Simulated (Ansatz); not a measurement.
# Calculated records

```cif
data_tite2
_symmetry_space_group_name_H-M 'P 1'
_symmetry_Int_Tables_number 1
_cell_length_a 3.7599
_cell_length_b 3.7599
_cell_length_c 30.9699
_cell_angle_alpha 90.000
_cell_angle_beta 90.000
_cell_angle_gamma 120.000
_cell_volume 379.16
loop_
_atom_site_label
_atom_site_type_symbol
_atom_site_fract_x
_atom_site_fract_y
_atom_site_fract_z
_atom_site_occupancy
Ti1 Ti 0.00000 0.00000 0.31041 1
Te2 Te 0.33333 0.66667 0.36788 1
Te3 Te 0.33333 0.66667 0.25293 1
_calc_subject 'Screened interactions in TiTe2 (1H sheet)'
_calc_method 'DFT, PBE, plane waves, PAW (and 1 further level or step)'
_calc_program 'Ansatz 0.2.0'
_calc_settings_of_one_run 'cutoff 420 eV, 6×6×1 k-mesh, smearing width 0.08 eV, default PAW, coordination {"Ti": "prismatic"}, magnetic state non-magnetic by constraint'
_calc_cost '3 runs, 14 min in all on 8 threads of Arm Neoverse V2, shared host (the runs of this entry)'
_calc_notes 'The program’s warnings: xc potential rough in thin density. The structure was relaxed with PBE. Limits: no spin-orbit coupling.'
_calc_ti_d 'U 1.40 eV, U′ 0.91 eV, J 0.22 eV, bare V 11.3 eV'
_calc_ti_d_anion_p 'U 8.02 eV, U′ 7.15 eV, J 0.44 eV, bare V 16.0 eV'
_calc_method 'constrained RPA on non-magnetic PBE, 6×6×1 mesh, static; search for lower states off'
```

[Paths, hosts, dates, memory and timing lines, banners, echoed tables and standing remarks are left out of the program output.]

[Logs are printed without paths, hosts, clocks, repeated set-up lines and the standing remarks that a program may print on its own settings, such as how far it seeks lower states.]

[Runs of the session that timed out or met a known fault of the program may be left out.]

[Hosts, paths, dates, database ids (printed as entryN), source tags and the programs' standing remarks are cut or masked in the printed files.]
